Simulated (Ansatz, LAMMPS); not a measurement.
# Force difference against the spacing of support functions in ionic liquid triethylsulfonium Cl- with Li salt at 300 K (71 atoms)

Density of this cell: 1.11 g/cm³. The cell holds 71 atoms: 18 C, 3 S, 45 H, 4 Cl and 1 Li. Cell: a = 9.127 Å, b = 9.127 Å, c = 9.127 Å, α = 90.0°, β = 90.0°, γ = 90.0°. 3 triethylsulfonium, 4 Cl-, 1 Li+ placed at random, at 1.11 g/cm³; overlaps pushed apart, then 10 ps at 700 K with Joung-Cheatham ions (J. Phys. Chem. B 112, 9020 (2008)); MMFF94 bonds, angles, torsions, charges and radii (Halgren, J. Comput. Chem. 17, 490 (1996)) in harmonic and 12-6 forms; charges of ions scaled by 0.8. Snapshot after 30 ps at 300 K and fixed volume.

Calculated with Ansatz 0.2.0: Kohn-Sham DFT, PBE+D3(BJ), PAW (set soft_2), localised support functions (medium), with the spacing typed; the reference is Kohn-Sham DFT, PBE+D3(BJ), PAW (set soft_2), plane waves, cutoff 420 eV, Γ point, fixed occupations, with an r.m.s. force component of 0.968 eV/Å.

| spacing (Å) | r.m.s. force difference (meV/Å) | time |
| --- | --- | --- |
| 0.183 | 6.106 | 41 s |
| 0.206 | 6.185 | 33 s |
| 0.263 | 6.726 | 20 s |
| 0.297 | ? | ? |
| 0.343 | 29.95 | 19 s |
| 0.411 | 294.5 | 16 s |

Task: Fit a power law of the spacing to the rows given and interpolate to the withheld row.

**Working.**

A power law y = A x^b is a line in u = ln x and v = ln y.

```
 u = ln x  v = ln y
 -1.69827   1.80927
 -1.57988   1.82213
 -1.33560   1.90598
 -1.07002   3.39953
-0.889162   5.68537
```

With n = 5: mean u = -1.31459, mean v = 2.92446, Σ(u − ū)² = 0.45883, Σ(u − ū)(v − v̄) = 2.0325. Slope b = 2.0325 / 0.45883 = 4.4297; intercept a = v̄ − b ū = 8.7476.

At the withheld row u = -1.214, v = a + b u = 3.370, and y = exp(v).

Prediction at 0.297: 29.08 meV/Å. The run gave 6.875 meV/Å, so the fit is high by 22 meV/Å (323 % of the value).

The fitted exponent is 4.4. Between neighbouring rows, the withheld one included, the exponents are 0.11, 0.34, 0.18, 10 and 13, so one power law doesn't hold over the range: the values level off at a floor. Among the rows given, the largest relative miss of the fit is at 0.263, by 10 meV/Å (152 %).

Limits: The difference holds the reference's own basis error, which sets a floor under it.

[Logs are printed without paths, hosts, clocks, repeated set-up lines and the standing remarks that a program may print on its own settings, such as how far it seeks lower states.]

[Hosts, paths, dates, database ids (printed as entryN), source tags and the programs' standing remarks are cut or masked in the printed files.]

[The MMFF94 radii named for the starting cell were scaled by 0.96; in molecules described by MMFF94, hydrogen bound to N, O or S took a small fixed 12-6 site in their place.]
